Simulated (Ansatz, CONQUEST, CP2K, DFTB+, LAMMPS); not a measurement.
**Running liquid Mg at 1150 K (73 atoms) with CP2K**

Wanted: CP2K inputs and outputs for liquid Mg at 1150 K (73 atoms), checked against a plane-wave reference.

Calculated with CP2K 2026.2; the method is named at each step.

**1. The structure**

The cell holds 73 atoms: 73 Mg. Cell: a = 12.583 Å, b = 12.583 Å, c = 12.583 Å, α = 90.0°, β = 90.0°, γ = 90.0°. 73 atoms (73 Mg) placed at random at 1.59 g/cm³, melted at 1150 K for 10 ps at fixed volume with the EAM Mg potential (Sun et al., Phys. Rev. B 73, 024116 (2006)). Snapshot at the end of a hold of 10 ps at 1150 K and zero pressure.

The yardstick, on the same geometry:

| Item | Value |
| --- | --- |
| method | Kohn-Sham DFT, PBE, PAW, plane waves (Ansatz 0.2.0); cutoff 420 eV, Γ point, fermi-dirac smearing of 0.05 eV; PAW set soft_2 |
| r.m.s. force component | 0.5832 eV/Å |
| longest force | 3.316 eV/Å |
| pressure | -0.02406 GPa |
| SCF cycles | 10 |
| time | 20 s on 4 threads of Intel Xeon 6975P-C (Granite Rapids), shared host |
| CPU time | 73 s |

**2. GFN1-xTB, diagonalisation**

Method: GFN1-xTB tight binding (the program's own implementation), diagonalisation.

The input, input.inp:

```
&GLOBAL
  PROJECT cell
  RUN_TYPE ENERGY_FORCE
  PRINT_LEVEL LOW
&END GLOBAL
&FORCE_EVAL
  METHOD QS
  STRESS_TENSOR ANALYTICAL
  &DFT
    &QS
      METHOD XTB
      &XTB
        GFN_TYPE 1
        DO_EWALD T
        CHECK_ATOMIC_CHARGES F
      &END XTB
    &END QS
    &SCF
      SCF_GUESS ATOMIC
      EPS_SCF 1.0E-06
      MAX_SCF 200
      ADDED_MOS 54
      &DIAGONALIZATION
        ALGORITHM STANDARD
      &END DIAGONALIZATION
      &SMEAR ON
        METHOD FERMI_DIRAC
        ELECTRONIC_TEMPERATURE [K] 580
      &END SMEAR
      &MIXING
        METHOD BROYDEN_MIXING
        ALPHA 0.15
        NBROYDEN 8
      &END MIXING
      &PRINT
        &RESTART OFF
        &END RESTART
      &END PRINT
    &END SCF
    &PRINT
      &MULLIKEN ON
      &END MULLIKEN
    &END PRINT
  &END DFT
  &SUBSYS
    &CELL
      A 12.58321 0.00000 0.00000
      B 0.00000 12.58321 0.00000
      C 0.00000 0.00000 12.58321
    &END CELL
    &COORD
      Mg 12.12644 1.54673 0.47376
      Mg 9.77212 6.01893 0.82143
      Mg 10.61067 1.32765 10.16094
      Mg 4.24331 10.51466 5.91046
      Mg 0.94601 6.60820 7.31676
      Mg 6.29324 12.44467 6.09870
      Mg 3.73860 0.04631 3.94622
      Mg 7.02923 5.83295 9.84158
      Mg 12.00174 7.59787 1.57177
      Mg 8.20337 9.01272 10.28539
      Mg 1.19566 3.20796 6.39051
      Mg 2.58711 9.02506 10.27281
      Mg 5.59273 2.97769 4.48000
      Mg 11.82847 9.25860 4.34888
      Mg 9.33913 1.18534 6.79594
      Mg 7.04811 7.42082 6.84401
      Mg 9.16699 1.12632 0.15679
      Mg 1.75662 2.57729 11.69937
      Mg 11.10393 4.56343 8.45088
      Mg 2.57100 1.22359 1.22573
      Mg 8.42559 4.22997 12.07309
      Mg 4.19763 7.26743 8.29749
      Mg 7.22490 11.28223 3.65001
      Mg 8.77465 8.90954 0.66754
      Mg 5.19561 2.16456 7.95196
      Mg 0.52032 12.17816 11.32162
      Mg 0.97067 11.33873 1.76844
      Mg 4.47635 10.16245 2.80203
      Mg 10.03033 11.46456 2.04263
      Mg 7.47845 3.95062 2.36388
      Mg 1.79877 8.34657 3.48102
      Mg 12.23881 9.07249 10.23254
      Mg 0.75122 4.68548 1.27116
      Mg 3.00726 5.71806 5.43305
      Mg 0.37246 10.00126 7.13959
      Mg 10.63772 3.53915 2.28448
      Mg 5.93588 1.30878 10.49628
      Mg 11.28991 4.21877 11.64186
      Mg 0.69195 6.31274 11.45903
      Mg 3.58168 6.07807 11.33219
      Mg 8.41100 3.78918 5.94972
      Mg 5.78450 5.29048 4.59992
      Mg 5.28860 4.45899 7.58226
      Mg 3.25226 0.96111 6.61713
      Mg 5.92594 0.87416 1.70163
      Mg 9.73966 6.67502 10.52900
      Mg 12.34048 1.07083 3.43673
      Mg 4.94608 8.09717 4.65528
      Mg 8.35060 3.15398 9.15202
      Mg 10.30980 11.17616 8.40772
      Mg 7.55408 12.37622 9.01700
      Mg 3.31379 11.69924 11.36138
      Mg 7.65965 10.10381 7.62769
      Mg 10.32276 11.50269 5.12690
      Mg 1.97154 11.69484 8.75917
      Mg 2.30701 8.40345 0.48395
[... 13 atom lines left out ...]
      Mg 6.73114 6.96909 2.15072
      Mg 8.94150 9.00744 4.29855
      Mg 0.06380 5.61702 3.92370
      Mg 4.51058 3.79195 1.52962
    &END COORD
  &END SUBSYS
  &PRINT
    &FORCES ON
    &END FORCES
    &STRESS_TENSOR ON
    &END STRESS_TENSOR
  &END PRINT
&END FORCE_EVAL
```

Command:

```console
> OMP_NUM_THREADS=1 cp2k.psmp -i input.inp > output.txt
```

Numbers of over 12 decimals in the logs are rounded to 6 here.

The log of the run:

```text
CP2K| version string:                                       CP2K version 2026.2
 CP2K| Input file name                                                 input.inp
 GLOBAL| Basis set file name                                           BASIS_SET
 GLOBAL| Potential file name                                           POTENTIAL
 GLOBAL| Run type                                                   ENERGY_FORCE
 GLOBAL| Total number of message passing processes                             1
 GLOBAL| Number of threads for this process                                    1
                  #####   #####        #          ####### ######
                 #     # #     #      #              #    #     #
                 #     # #           #    ##   ##    #    #     #
                 #     #  #####     #      ## ##     #    ######
                 #   # #       #   #        ###      #    #     #
                 #    #  #     #  #        ## ##     #    #     #
                  #### #  #####  #        ##   ##    #    ######
                                   GFN1-xTB
                                 Version 1.1
                            J. Hutter and A. Hehn
 EWALD| Summation is done by:                                               SPME
 EWALD| Alpha parameter [       ANGSTROM^-1]                              0.3500
 EWALD| Real Space Cutoff [          ANGSTROM]                            9.6398
 EWALD| G-space max. Miller index                         45        45        45
 EWALD| Spline interpolation order                                             6
 TOTAL NUMBERS AND MAXIMUM NUMBERS
  Total number of            - Atomic kinds:                                   1
                             - Atoms:                                         73
                             - Shell sets:                                   146
                             - Shells:                                       146
                             - Primitive Cartesian functions:                876
                             - Cartesian basis functions:                    292
                             - Spherical basis functions:                    292
  Maximum angular momentum of the orbital basis functions:                     1
 SCF PARAMETERS         Density guess:                                    ATOMIC
                        max_scf:                                             200
                        eps_scf:                                        1.00E-06
                        added MOs                                        54    0
                        Mixing method:                            BROYDEN_MIXING
                                                charge density mixing in g-space
                        Smear method:                                FERMI_DIRAC
                        Electronic temperature [K]:                        580.0
                        Electronic temperature [a.u.]:                  1.84E-03
                        Accuracy threshold:                             1.00E-10
 Extrapolation method: initial_guess
 Number of electrons:                                                        146
 Number of occupied orbitals:                                                 76
 Number of molecular orbitals:                                               127
 Number of orbital functions:                                                292
 Number of independent orbital functions:                                    292
 SCF WAVEFUNCTION OPTIMIZATION
  Step     Update method      Time    Convergence         Total energy    Change
     1 NoMix/Diag. 0.15E+00    0.1     0.13318565       -54.4389541675 -5.44E+01
     2 Mixing/Diag.0.15E+00    0.1     0.20165846       -54.4054791718  3.35E-02
     3 Broy./Diag. 0.15E+00    0.0     0.26154144       -54.4116225416 -6.14E-03
     4 Broy./Diag. 0.15E+00    0.0     0.09622269       -54.3004090704  1.11E-01
     5 Broy./Diag. 0.15E+00    0.1     0.26687572       -54.2483233784  5.21E-02
     6 Broy./Diag. 0.15E+00    0.0     0.01665959       -54.4392685172 -1.91E-01
     7 Broy./Diag. 0.15E+00    0.1     0.05221498       -54.4378473431  1.42E-03
     8 Broy./Diag. 0.15E+00    0.1     0.00315074       -54.4490477401 -1.12E-02
[...]
26 Broy./Diag. 0.15E+00    0.1     0.00000310       -54.4497131045  4.49E-07
    27 Broy./Diag. 0.15E+00    0.1     0.00000517       -54.4497130838  2.06E-08
    28 Broy./Diag. 0.15E+00    0.0     0.00000077       -54.4497125226  5.61E-07
  *** SCF run converged in    28 steps ***
  Core Hamiltonian energy:                                    -54.175616
  Repulsive potential energy:                                   0.132313
  Electronic energy:                                            0.00250485
  DFTB3 3rd order energy:                                      -1.47266e-06
  Dispersion energy:                                           -0.408913
  Correction for halogen bonding:                               0.000000
  Electronic entropic energy:                                  -2.85389e-07
  Fermi energy:                                                -0.211995
  Total energy:                                               -54.449713
  Total energy (extrapolated to T->0):                        -54.449712
 MULLIKEN POPULATION ANALYSIS
  # Atom   Element   Kind        Atomic population                    Net charge
       1     Mg         1                 1.980853                      0.019147
       2     Mg         1                 1.982601                      0.017399
       3     Mg         1                 1.998403                      0.001597
       4     Mg         1                 1.988828                      0.011172
       5     Mg         1                 2.027836                     -0.027836
       6     Mg         1                 1.988008                      0.011992
[...]
71     Mg         1                 2.009319                     -0.009319
      72     Mg         1                 2.008058                     -0.008058
      73     Mg         1                 2.013023                     -0.013023
 # Total charge                         146.000000                      0.000000
 ENERGY| Total FORCE_EVAL ( QS ) energy [hartree]            -54.449712
 FORCES| Atomic forces [hartree/bohr]
 FORCES|   Atom     x               y               z               |f|
 FORCES|      1 -8.94992503E-03  1.15661213E-03  7.82838151E-03   1.19466509E-02
 FORCES|      2 -2.26478723E-03  1.43108975E-02  4.04108637E-03   1.50419888E-02
 FORCES|      3  6.59623733E-04 -8.66164989E-04 -5.26292721E-03   5.37436025E-03
 FORCES|      4 -1.46484341E-02 -7.82810521E-03  9.04864324E-03   1.89138520E-02
 FORCES|      5 -3.57984750E-03  4.81730194E-03  6.01605519E-03   8.49791893E-03
 FORCES|      6  6.38341785E-03  1.32625319E-02  4.12919731E-03   1.52870221E-02
[...]
FORCES|     71 -7.31560235E-03 -8.75540960E-03  2.80127513E-03   1.17482925E-02
 FORCES|     72 -1.77891761E-03 -4.38177659E-03  1.47495823E-02   1.54891798E-02
 FORCES|     73 -8.86524786E-04 -5.12635513E-03 -1.12217712E-02   1.23690579E-02
 FORCES| Sum    -1.31838984E-16 -6.50521303E-17 -1.50920942E-16
 FORCES| Total atomic force                                       2.10690361E-16
 STRESS| Analytical stress tensor [bar]
 STRESS|                        x                   y                   z
 STRESS|      x        1.02141891873E+05  -1.96821429506E+03  -4.27924774941E+03
 STRESS|      y       -1.96821429506E+03   1.20264439591E+05   2.94102489826E+03
 STRESS|      z       -4.27924774941E+03   2.94102489826E+03   1.07648119028E+05
 STRESS| 1/3 Trace                                             1.10018150164E+05
```

Elapsed: 5.3 s, on 1 thread of Intel Xeon 6975P-C (Granite Rapids), shared host; peak memory 0.27 GiB.

Banners, paths, timers and routine set-up lines are dropped from the logs unmarked, and long logs keep their key lines alone; longer cuts are marked.

Compared with the plane-wave run:

| Quantity | Value |
| --- | --- |
| r.m.s. force component | 0.696 eV/Å |
| r.m.s. difference of force components | 229.9 meV/Å |
| longest difference of force vectors | 1193 meV/Å |
| force difference over r.m.s. force | 39.43 % |
| slope of forces against the reference's | 1.134 |
| correlation of force components | 0.9506 |
| pressure | 11 GPa |
| pressure difference | 11.03 GPa |

A closer look about Mg13, which bears the longest force: 13 atoms, nearest first, numbered in the order of the input, with positions taken from that point.

| atom | x | y | z | distance (Å) | bonds | Mulliken charge (e) | Fx | Fy | Fz (eV/Å) |
| --- | --- | --- | --- | --- | --- | --- | --- | --- | --- |
| Mg13 | 0.00 | 0.00 | 0.00 | 0.00 | 12 | 0.02 | -0.35 | -3.98 | 0.26 |
| Mg42 | 0.19 | 2.31 | 0.12 | 2.32 | 10 | 0.02 | 0.68 | 3.57 | -0.08 |
| Mg30 | 1.89 | 0.97 | -2.12 | 3.00 | 11 | 0.00 | 0.14 | -0.30 | -0.04 |
| Mg61 | -2.96 | -0.32 | -0.46 | 3.01 | 8 | -0.01 | -0.47 | 1.01 | -0.71 |
| Mg73 | -1.08 | 0.81 | -2.95 | 3.25 | 8 | -0.01 | -0.05 | -0.26 | -0.58 |
| Mg41 | 2.82 | 0.81 | 1.47 | 3.28 | 9 | -0.02 | 0.39 | 0.78 | -0.01 |
| Mg67 | 2.81 | -1.75 | -0.57 | 3.36 | 10 | 0.00 | 0.44 | 0.50 | -0.38 |
| Mg43 | -0.30 | 1.48 | 3.10 | 3.45 | 10 | 0.01 | 0.86 | 3.60 | -1.03 |
| Mg45 | 0.33 | -2.10 | -2.78 | 3.50 | 10 | -0.03 | -0.05 | -0.11 | -0.43 |
| Mg7 | -1.85 | -2.93 | -0.53 | 3.51 | 11 | 0.01 | 0.72 | 0.32 | -0.65 |
| Mg6 | 0.70 | -3.12 | 1.62 | 3.58 | 11 | 0.01 | 0.33 | 0.68 | 0.21 |
| Mg25 | -0.40 | -0.81 | 3.47 | 3.59 | 9 | 0.01 | 0.44 | -3.28 | 1.05 |
| Mg44 | -2.34 | -2.02 | 2.14 | 3.76 | 11 | 0.02 | -0.79 | -0.22 | -0.08 |

Forces lie 39 % from the reference's, at 0.060 times its CPU time (on 1 against 4 cores).

**3. What came out**

```
force difference from the reference : CP2K GFN1-xTB, diagonalisation, 39 %
its CPU time                        : 4.4 s
```

What this shows: Tight binding differs by 39 % (CP2K GFN1-xTB, diagonalisation); it is another model, with fitted parameters of its own, and the xTB methods hold dispersion. One electronic-structure run takes under half the reference's CPU time: CP2K GFN1-xTB, diagonalisation, at 39 % in 4.4 s against 73 s; its pressure misses by +11.0 GPa. Periodic xTB results under one method name differ between programs and library versions. The frame stands for 1150 K, but pressures are static and levels are smeared at 580 K, under the temperature of the frame, which matters where levels are partly filled. The network of bonds at the start is that of the classical potential that made the cell, and needn't be the one that DFT or experiment would give. The electronic-structure runs sample only Γ, in a cell whose shortest periodic width is 13 Å, which is coarse for a cell with partly filled levels.

[Also dropped from logs without a mark: logging warnings of Python, and SIESTA's first energy breakdown and zero terms.]

[Logs are printed without paths, hosts, clocks, repeated set-up lines and the standing remarks that a program may print on its own settings, such as how far it seeks lower states.]

[Hosts, paths, dates, database ids (printed as entryN), source tags and the programs' standing remarks are cut or masked in the printed files.]
